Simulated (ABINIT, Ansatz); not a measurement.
# Zr (Zirconium): phonons by linear response

How does Zr (Zirconium) vibrate, and is this structure a minimum?

Program: ABINIT 10.8.3. Level of theory: DFT LDA, scalar-relativistic, plane waves, PseudoDojo norm-conserving pseudopotentials. Results are calculated unless marked as measured.

This is a report of a sequence of runs, with most program output left out.

## 1. Set-up

It takes space group P6_3/mmc (No. 194, hexagonal). Conventional cell: a = 3.232 Å, b = 3.232 Å, c = 5.147 Å, α = 90.00°, β = 90.00°, γ = 120.00°. Nearest to Zr lie 12 Zr at 3.18 to 3.23 Å.

## 2. A first look

A first run with smearing and empty bands tells whether the crystal has a gap, which decides between fixed occupations and smearing later on.

probe.abi

```
# ground state
tolvrs 1.0d-08
prtden 1
prtwf 1

# basis, mesh and filling
ecut 29.0
ngkpt 6 6 4
nshiftk 1
shiftk 0.0 0.0 0.0
istwfk *1
occopt 7
tsmear 0.005
nband 19
nstep 100
diemac 9.0
prtebands 0
prtgsr 0

# cell and atoms
acell 6.107594835 6.107594835 9.726420363
rprim 
    1.0 0.0 0.0
    -0.5 0.8660254038 0.0
    0.0 0.0 1.0
ntypat 1
znucl 40
natom 2
typat 1 1
xred 
    1/3 2/3 0.25
    2/3 1/3 0.75
pp_dirpath "./pseudo"
pseudos "Zr.upf"
```

Started as:

```sh
OMP_NUM_THREADS=1 mpirun -n 16 abinit probe.abi > probe.log
```

Wall time 3.7 s (16 MPI ranks of Arm Neoverse V1, shared host); 58 s of CPU time.

This step gave:

* volume per atom: 23.28 Å³
* pressure: -6.714 GPa
* gap on the k-mesh: 0 eV

No gap opens on this mesh, so smearing is kept; the printed pressure holds the stress of the finite basis too.

## 3. Relaxing the cell and atoms

The harmonic expansion needs vanishing forces, and a free crystal bears no stress, so cell and atoms are brought to rest. Stress is more sensitive to the basis than forces are: the last 3 Ha under the cutoff are smoothed with ecutsm, and the cutoff is raised above that of the later runs.

relax.abi

```
# relaxation
ionmov 2
optcell 2
dilatmx 1.08
ntime 40
tolmxf 1.0d-05
tolvrs 1.0d-14
prtwf 0
prtden 0
chksymtnons 0

# basis, mesh and filling
ecut 36.0
ecutsm 3.0
ngkpt 12 12 6
nshiftk 1
shiftk 0.0 0.0 0.0
istwfk *1
occopt 7
tsmear 0.01
nband 19
nstep 100
diemac 1000000.0
prtebands 0
prtgsr 0

# cell and atoms
acell 6.107594835 6.107594835 9.726420363
rprim 
    1.0 0.0 0.0
    -0.5 0.8660254038 0.0
    0.0 0.0 1.0
ntypat 1
znucl 40
natom 2
typat 1 1
xred 
    1/3 2/3 0.25
    2/3 1/3 0.75
pp_dirpath "./pseudo"
pseudos "Zr.upf"
```

Started as:

```sh
OMP_NUM_THREADS=1 mpirun -n 16 abinit relax.abi > relax.log
```

It took 1.8 min on 16 MPI ranks.

The steps of the relaxation:

```csv
step,energy less that of the first step (eV),largest force (eV/Å),volume (Å³)
1,0.0000,0.0000,46.56
2,-0.0271,0.0000,45.72
3,-0.0560,0.0000,43.58
4,-0.0562,0.0000,43.68
5,-0.0567,0.0000,43.76
6,-0.0571,0.0000,43.77
7,-0.0572,0.0000,43.70
8,-0.0573,0.0000,43.66
9,-0.0573,0.0000,43.65
10,-0.0573,0.0000,43.65
```

```csv
"conventional cell, symmetrised",before,after,change
a (Å),3.232,3.146,-2.7 %
b (Å),3.232,3.146,-2.7 %
c (Å),5.147,5.091,-1.1 %
volume (Å³/atom),23.28,21.82,-6.3 %
```

Final coordinates:

```xyz
2
Lattice="3.1462 0.0000 0.0000 -1.5731 2.7247 0.0000 0.0000 0.0000 5.0913" Properties=species:S:1:pos:R:3 pbc="T T T"
Zr    0.0000    1.8165    1.2728
Zr    1.5731    0.9082    3.8185
```

Numbers from this step:

```
volume per atom : 21.82 Å³
pressure        : 4.50e-5 GPa
```

The volume changes by -6.3 % in this run and stands -6.3 % from the first cell.

## 4. Ground state

The response is built on these wavefunctions, so the potential is converged far more tightly than an energy would need. Smearing stays on, as the first look found no gap above 0.3 eV.

gs.abi

```
# ground state
tolvrs 1.0d-16
prtden 1
prtwf 1

# basis, mesh and filling
ecut 29.0
ngkpt 12 12 6
nshiftk 1
shiftk 0.0 0.0 0.0
istwfk *1
occopt 7
tsmear 0.01
nband 19
nstep 100
diemac 1000000.0
prtebands 0
prtgsr 0

# cell and atoms
acell 5.945543783 5.945543783 9.621198923
rprim 
    1.0 0.0 0.0
    -0.5 0.8660254038 0.0
    0.0 0.0 1.0
ntypat 1
znucl 40
natom 2
typat 1 1
xred 
    1/3 2/3 0.25
    2/3 1/3 0.75
pp_dirpath "./pseudo"
pseudos "Zr.upf"
```

Started as:

```sh
OMP_NUM_THREADS=1 mpirun -n 16 abinit gs.abi > gs.log
```

Elapsed: 9.6 s, on 16 MPI ranks.

Numbers from this step:

| Item | Value |
| --- | --- |
| pressure | -0.4812 GPa |

The cell stands at -0.48 GPa: the relaxation ran with a smoothed and higher cutoff, and the difference is a stress of the finite basis.

## 5. Zone-centre response

At q = 0 one unit cell holds all displacements. The response is solved for single atoms along the cell's directions, and symmetry skips those that follow from others. The crystal is treated as a metal, which screens a static field, so no field response is asked.

dfpt_gamma.abi

```

# common to the responses
getwfk_filepath "gso_WFK"
kptopt 2
nqpt 1
qpt 0.0 0.0 0.0
asr 0
chneut 0

# displacements
rfphon 1
rfatpol 1 2
rfdir 1 1 1
tolvrs 1.0d-10
prtwf 0
prtpot 1

# basis, mesh and filling
ecut 29.0
ngkpt 12 12 6
nshiftk 1
shiftk 0.0 0.0 0.0
istwfk *1
occopt 7
tsmear 0.01
nband 19
nstep 100
diemac 1000000.0
prtebands 0
prtgsr 0

# cell and atoms
acell 5.945543783 5.945543783 9.621198923
rprim 
    1.0 0.0 0.0
    -0.5 0.8660254038 0.0
    0.0 0.0 1.0
ntypat 1
znucl 40
natom 2
typat 1 1
xred 
    1/3 2/3 0.25
    2/3 1/3 0.75
pp_dirpath "./pseudo"
pseudos "Zr.upf"
```

Started as:

```sh
OMP_NUM_THREADS=1 mpirun -n 16 abinit dfpt_gamma.abi > dfpt_gamma.log
```

Wall time 40 s (16 MPI ranks); 11 min of CPU time.

Read from the output:

- largest acoustic frequency at the zone centre before the sum rule: 4.11 cm⁻¹
- highest optical zone-centre mode (no LO-TO term): 168.5 cm⁻¹
- lowest optical zone-centre mode: 49.36 cm⁻¹

The acoustic modes at Γ come out as far as 4.1 cm⁻¹ from zero, where they should vanish, a small numerical error.

## 6. Phonons on a q mesh

Linear response treats each wavevector of the 3×3×2 mesh in the unit cell; the first-order potentials are kept for the electron-phonon matrix elements.

dfpt_q.abi

```
ndtset 5

# wavevectors
qpt1 0.3333333333 0.0 0.0
qpt2 0.3333333333 0.3333333333 0.0
qpt3 0.0 0.0 0.5
qpt4 0.3333333333 0.0 0.5
qpt5 0.3333333333 0.3333333333 0.5

# displacements
getwfk_filepath "gso_WFK"
getwfq_filepath "gso_WFK"
kptopt 3
nqpt 1
rfphon 1
rfatpol 1 2
rfdir 1 1 1
tolvrs 1.0d-10
prtwf 0
prtpot 1

# basis, mesh and filling
ecut 29.0
ngkpt 12 12 6
nshiftk 1
shiftk 0.0 0.0 0.0
istwfk *1
occopt 7
tsmear 0.01
nband 19
nstep 100
diemac 1000000.0
prtebands 0
prtgsr 0

# cell and atoms
acell 5.945543783 5.945543783 9.621198923
rprim 
    1.0 0.0 0.0
    -0.5 0.8660254038 0.0
    0.0 0.0 1.0
ntypat 1
znucl 40
natom 2
typat 1 1
xred 
    1/3 2/3 0.25
    2/3 1/3 0.75
pp_dirpath "./pseudo"
pseudos "Zr.upf"
```

Started as:

```sh
OMP_NUM_THREADS=1 mpirun -n 16 abinit dfpt_q.abi > dfpt_q.log
```

Run time: 14 min. Hardware: 16 MPI ranks; 3.8 h of CPU time.

This step gave:

```
lowest mode on the q mesh (acoustic ones at the zone centre apart) : 36.62 cm⁻¹
```

Frequencies (cm⁻¹) before the sum rule at the irreducible wavevectors but Γ, which is solved apart; negative means imaginary. Frequencies by wavevector:

```csv
q (fractions),star,mode 1,mode 2,mode 3,mode 4,mode 5,mode 6
0.3333 0 0,6,53.38,63.03,136.1,146,162.8,167.8
0.3333 0.3333 0,2,120.5,120.5,140.3,140.3,143.9,204.5
0 0 0.5,1,36.62,36.62,36.62,36.62,135.7,135.7
0.3333 0 0.5,6,99.06,99.06,109.3,109.3,169.3,169.3
0.3333 0.3333 0.5,2,68.85,68.85,170.5,170.5,176,176
```

## 7. Interpolated phonon bands

anaddb transforms the dynamical matrices to force constants and back along the path; points of the mesh come back as solved, but for the sum rule and, in polar crystals, the LO-TO term at Γ; the rest is interpolation.

anaddb.abi

```
ddb_filepath "all_DDB"
output_file "anaddb.abo"
outdata_prefix "anaddb"
ifcflag 1
ngqpt 3 3 2
nqshft 1
q1shft 0.0 0.0 0.0
asr 1
chneut 0
dipdip 0
dipquad 0
quadquad 0
enunit 0
eivec 0
nph1l 93
qph1l 
    0.0 0.0 0.0 1.0
    0.05 0.0 0.0 1.0
    0.1 0.0 0.0 1.0
    0.15 0.0 0.0 1.0
    0.2 0.0 0.0 1.0
    0.25 0.0 0.0 1.0
    0.3 0.0 0.0 1.0
    0.35 0.0 0.0 1.0
    0.4 0.0 0.0 1.0
    0.45 0.0 0.0 1.0
    0.5 0.0 0.0 1.0
    0.48333333 0.03333333 0.0 1.0
    0.46666667 0.06666667 0.0 1.0
    0.45 0.1 0.0 1.0
    0.43333333 0.13333333 0.0 1.0
    0.41666667 0.16666667 0.0 1.0
    0.4 0.2 0.0 1.0
    0.38333333 0.23333333 0.0 1.0
    0.36666667 0.26666667 0.0 1.0
    0.35 0.3 0.0 1.0
    0.33333333 0.33333333 0.0 1.0
    0.3 0.3 0.0 1.0
    0.26666667 0.26666667 0.0 1.0
    0.23333333 0.23333333 0.0 1.0
    0.2 0.2 0.0 1.0
    0.16666667 0.16666667 0.0 1.0
    0.13333333 0.13333333 0.0 1.0
    0.1 0.1 0.0 1.0
    0.06666667 0.06666667 0.0 1.0
    0.03333333 0.03333333 0.0 1.0
    0.0 0.0 0.0 1.0
    0.0 0.0 0.05 1.0
    0.0 0.0 0.1 1.0
    0.0 0.0 0.15 1.0
    0.0 0.0 0.2 1.0
    0.0 0.0 0.25 1.0
    0.0 0.0 0.3 1.0
    0.0 0.0 0.35 1.0
    0.0 0.0 0.4 1.0
    0.0 0.0 0.45 1.0
    0.0 0.0 0.5 1.0
    0.05 0.0 0.5 1.0
    0.1 0.0 0.5 1.0
    0.15 0.0 0.5 1.0
    0.2 0.0 0.5 1.0
    0.25 0.0 0.5 1.0
    0.3 0.0 0.5 1.0
    0.35 0.0 0.5 1.0
    0.4 0.0 0.5 1.0
    0.45 0.0 0.5 1.0
    0.5 0.0 0.5 1.0
    0.48333333 0.03333333 0.5 1.0
    0.46666667 0.06666667 0.5 1.0
    0.45 0.1 0.5 1.0
    0.43333333 0.13333333 0.5 1.0
    0.41666667 0.16666667 0.5 1.0
    0.4 0.2 0.5 1.0
    0.38333333 0.23333333 0.5 1.0
    0.36666667 0.26666667 0.5 1.0
    0.35 0.3 0.5 1.0
    0.33333333 0.33333333 0.5 1.0
    0.3 0.3 0.5 1.0
    0.26666667 0.26666667 0.5 1.0
    0.23333333 0.23333333 0.5 1.0
    0.2 0.2 0.5 1.0
    0.16666667 0.16666667 0.5 1.0
    0.13333333 0.13333333 0.5 1.0
    0.1 0.1 0.5 1.0
    0.06666667 0.06666667 0.5 1.0
    0.03333333 0.03333333 0.5 1.0
    0.0 0.0 0.5 1.0
    0.5 0.0 0.5 1.0
    0.5 0.0 0.45 1.0
    0.5 0.0 0.4 1.0
    0.5 0.0 0.35 1.0
    0.5 0.0 0.3 1.0
    0.5 0.0 0.25 1.0
    0.5 0.0 0.2 1.0
    0.5 0.0 0.15 1.0
    0.5 0.0 0.1 1.0
    0.5 0.0 0.05 1.0
    0.5 0.0 0.0 1.0
    0.33333333 0.33333333 0.5 1.0
    0.33333333 0.33333333 0.45 1.0
    0.33333333 0.33333333 0.4 1.0
    0.33333333 0.33333333 0.35 1.0
    0.33333333 0.33333333 0.3 1.0
    0.33333333 0.33333333 0.25 1.0
    0.33333333 0.33333333 0.2 1.0
    0.33333333 0.33333333 0.15 1.0
    0.33333333 0.33333333 0.1 1.0
    0.33333333 0.33333333 0.05 1.0
    0.33333333 0.33333333 0.0 1.0
```

mrgddb.in

```
all_DDB
merged
6
dfpt_gammao_DDB
dfpt_qo_DS1_DDB
dfpt_qo_DS2_DDB
dfpt_qo_DS3_DDB
dfpt_qo_DS4_DDB
dfpt_qo_DS5_DDB
```

Started as:

```sh
mrgddb < mrgddb.in > mrgddb.log
OMP_NUM_THREADS=1 anaddb anaddb.abi > anaddb.log
```

Wall time 0.52 s (1 thread).

This step gave:

```
lowest frequency on the path : 0 cm⁻¹
```

Anaddb. Phonon branches along the path, in cm⁻¹:

```csv
point,branch 1,branch 2,branch 3,branch 4,branch 5,branch 6
Γ,0,0,0,49,49,168
halfway,44,47,114,116,138,172
M,60,84,155,158,176,179
halfway,94,95,146,147,169,193
K,120,120,140,140,144,204
halfway,55,74,102,145,147,170
Γ,0,0,0,49,49,168
halfway,20,20,46,46,79,162
A,36,36,36,36,136,136
halfway,83,83,97,97,156,156
L,113,113,116,116,184,184
halfway,82,82,149,149,182,182
H,69,69,170,170,176,176
halfway,79,79,116,116,161,161
A,36,36,36,36,136,136
jump to L,113,113,116,116,184,184
halfway,78,99,139,144,178,184
M,60,84,155,158,176,179
jump to H,69,69,170,170,176,176
halfway,92,92,151,163,163,194
K,120,120,140,140,144,204
```

All branches are real along the path.

## 8. Density of states

Sums over the zone need many more wavevectors than were solved, so the interpolation is sampled on a dense mesh.

anaddb.abi

```
ddb_filepath "all_DDB"
output_file "anaddb.abo"
outdata_prefix "anaddb"
ifcflag 1
ngqpt 3 3 2
nqshft 1
q1shft 0.0 0.0 0.0
asr 1
chneut 0
dipdip 0
dipquad 0
quadquad 0
prtdos 2
ng2qpt 17 17 9
dosdeltae 4.5563e-06
ntemper 11
temperinc 100.0
tempermin 0.0
```

Started as:

```sh
OMP_NUM_THREADS=1 anaddb anaddb.abi > anaddb.log
```

The job ended after 0.6 s (1 thread).

Read from the output:

- share of modes beyond 3i cm⁻¹ on the dense interpolated mesh: 0
- zero-point energy per atom: 22.64 meV
- heat capacity at 300 K: 24.17 J/(mol atoms K)
- vibrational entropy at 300 K: 40.73 J/(mol atoms K)

The phonon density of states has structure finer than the step of the table below, so its rows give means over 10 cm⁻¹, whole bins alone (the curve runs from -30 to 235 cm⁻¹). Peaks (cm⁻¹: height): 76.0: 0.0698, 158.0: 0.0527, 171.0: 0.0972, 185.0: 0.0581.

Tetrahedra. The phonon density of states by wavenumber; means over each step:

wavenumber (cm⁻¹), phonon density of states (1/cm⁻¹/cell) and a bar:
```
      -10     0.0000 
        0     0.0000 
       10     0.0006 
       20     0.0023 #
       30     0.0053 ##
       40     0.0099 ####
       50     0.0165 #######
       60     0.0260 ############
       70     0.0425 ###################
       80     0.0541 ########################
       90     0.0421 ###################
      100     0.0359 ################
      110     0.0288 #############
      120     0.0313 ##############
      130     0.0421 ###################
      140     0.0388 #################
      150     0.0431 ###################
      160     0.0431 ###################
      170     0.0668 ##############################
      180     0.0545 ########################
      190     0.0114 #####
      200     0.0030 #
      210     0.0000
```

Harmonic thermodynamic functions per atom, summed over the density of states scaled to three modes an atom; melting is ignored. Thermodynamic functions:

```csv
T (K),F_vib (meV/atom),S (J/mol-atom/K),C_V (J/mol-atom/K)
0,22.64,0,0
50,21.73,5.625,10.65
100,16.03,16.15,19.17
200,-9.1,31.09,23.25
300,-46.62,40.73,24.17
400,-92.63,47.73,24.5
500,-145.1,53.22,24.66
600,-202.6,57.73,24.75
700,-264.5,61.54,24.8
800,-330,64.86,24.83
900,-398.8,67.78,24.86
1000,-470.4,70.4,24.87
```

At 300 K the heat capacity has reached 97 % of the Dulong-Petit value.

## 9. The same in Ansatz

A second program on the same cell, potentials, cutoff and meshes tests the implementation of the phonon response, not its convergence.

This step: DFT LDA, scalar-relativistic, plane waves, PseudoDojo norm-conserving pseudopotentials (Ansatz 0.2.0).

input.yaml

```yaml
crystal:
  lattice:
    - [3.1462462765, 0.0, 0.0]
    - [-1.5731231382, 2.724729202, 0.0]
    - [0.0, 0.0, 5.0913192118]
  atoms:
    - { symbol: Zr, position: [0.3333333333, 0.6666666667, 0.25] }
    - { symbol: Zr, position: [0.6666666667, 0.3333333333, 0.75] }
kpoints:
  mp_grid: { grid: [12, 12, 6] }
hamiltonian:
  xc: lda
  pseudopotentials: { kind: nc, accuracy: standard }
scf:
  occupations: { method: gaussian, width: 0.27211 }
output:
  eigenvalues: true
basis:
  ecutwfc: 789.13
phonons:
  method: dfpt
  qmesh: [3, 3, 2]
  temperatures: { t_max: 1000, t_step: 50 }
  qpath:
    path:
      - [[0.0, 0.0, 0.0], [0.5, 0.0, 0.0], [0.33333333, 0.33333333, 0.0], [0.0, 0.0, 0.0], [0.0, 0.0, 0.5], [0.5, 0.0, 0.5], [0.33333333, 0.33333333, 0.5], [0.0, 0.0, 0.5]]
      - [[0.5, 0.0, 0.5], [0.5, 0.0, 0.0]]
      - [[0.33333333, 0.33333333, 0.5], [0.33333333, 0.33333333, 0.0]]
    npoints: 10
  electrical_resistivity: { temperatures: [77, 300], mesh: [24, 24, 12] }
```

Started as:

```sh
ansatz run input.yaml --threads 16 --pin off --max-ram 32768MiB --backend cpu --events-out ev --progress --plain --runs-dir out
```

Elapsed: 2.3 min, on 16 threads; peak memory 2.1 GiB.

Read from the output:

* sum-rule residual before enforcement: 6.32e-5 eV/Å²
* mean frequency: 121.9 cm⁻¹
* Debye temperature (second moment): 240 K
* logarithmic mean frequency: 112.5 cm⁻¹
* lowest optical zone-centre mode: 49.19 cm⁻¹
* lowest mode on the q mesh (acoustic ones at the zone centre apart): 36.35 cm⁻¹
* zero-point energy per atom: 22.66 meV
* heat capacity at 300 K: 24.16 J/(mol atoms K)

## 10. Side by side: ABINIT PseudoDojo and Ansatz, PseudoDojo

Numbers from this step:

```yaml
root_mean_square_difference: 0.11 cm⁻¹
largest_difference: 0.27 cm⁻¹
root_mean_square_difference_on_the_path: 0 cm⁻¹
largest_difference_on_the_path: 0.1 cm⁻¹
```

The 12 of 33 modes that differ most. Frequencies side by side:

```csv
q (reciprocal lattice),mode,ABINIT PseudoDojo (cm⁻¹),"Ansatz, PseudoDojo (cm⁻¹)"
0 0 0,4,49.36,49.19
0 0 0,5,49.36,49.19
0.3333 0 0,1,53.38,53.25
0.3333 0 0,2,63.03,63.11
0.3333 0.3333 0,3,140.3,140.2
0.3333 0.3333 0,4,140.3,140.2
0 0 0.5,1,36.62,36.35
0 0 0.5,2,36.62,36.35
0 0 0.5,3,36.62,36.35
0 0 0.5,4,36.62,36.35
0.3333 0 0.5,1,99.06,98.97
0.3333 0 0.5,2,99.06,98.97
```

The interpolated bands of the two lie on top of each other.

At the solved wavevectors the largest difference (acoustic modes at Γ apart) is 0.1 % of the highest mode.

## 11. What came out

* space group after relaxation: P6_3/mmc
* volume per atom: 21.8 Å³
* highest optical zone-centre mode (no LO-TO term): 168.5 cm⁻¹
* lowest optical zone-centre mode: 49.4 cm⁻¹
* q mesh: 3×3×2
* lowest mode on the q mesh (acoustic ones at the zone centre apart): 36.6 cm⁻¹
* zero-point energy per atom: 22.6 meV
* heat capacity at 300 K: 24.2 J/(mol atoms K)
* vibrational entropy at 300 K: 40.7 J/(mol atoms K)
* imaginary modes on the q mesh: none
* largest difference from Ansatz, PseudoDojo: 0.27 cm⁻¹

Zr (Zirconium) is dynamically stable on the 3×3×2 mesh; its spectrum reaches 205 cm⁻¹. At the LDA level the optical modes of Zr (Zirconium) at the zone centre run from 49 to 168 cm⁻¹. Along axes with an odd number of divisions the mesh misses the zone-boundary points at one half, where instabilities often lie; those are only interpolated. The base run prints -0.48 GPa, mostly the error of a finite basis; the relaxation, with a smoothed and higher cutoff, had brought the cell to rest. ABINIT PseudoDojo and Ansatz, PseudoDojo agree to 0.27 cm⁻¹ (0.1 % of the highest mode compared) on all solved modes but the acoustic ones at Γ. These are harmonic frequencies at zero temperature: anharmonic shifts and linewidths and thermal expansion are left out. In a metal the frequencies hang on the k mesh and the smearing, most of all near Kohn anomalies. Ansatz warns that the cutoff lies 17 % under the one recommended for these files; agreement at one cutoff is not convergence. The relaxed cell is 6 % smaller in volume than the measured one, and all results belong to that cell. Electron-phonon sums were run after this but are left out, since no second program bore their λ out within 30 %; a λ that a log prints is not taken as a result.

[Host names and launcher messages were left out of these logs when they were recorded.]

[Logs are printed without paths, hosts, clocks, repeated set-up lines and the standing remarks that a program may print on its own settings, such as how far it seeks lower states.]

[Hosts, paths, dates, database ids (printed as entryN), source tags and the programs' standing remarks are cut or masked in the printed files.]
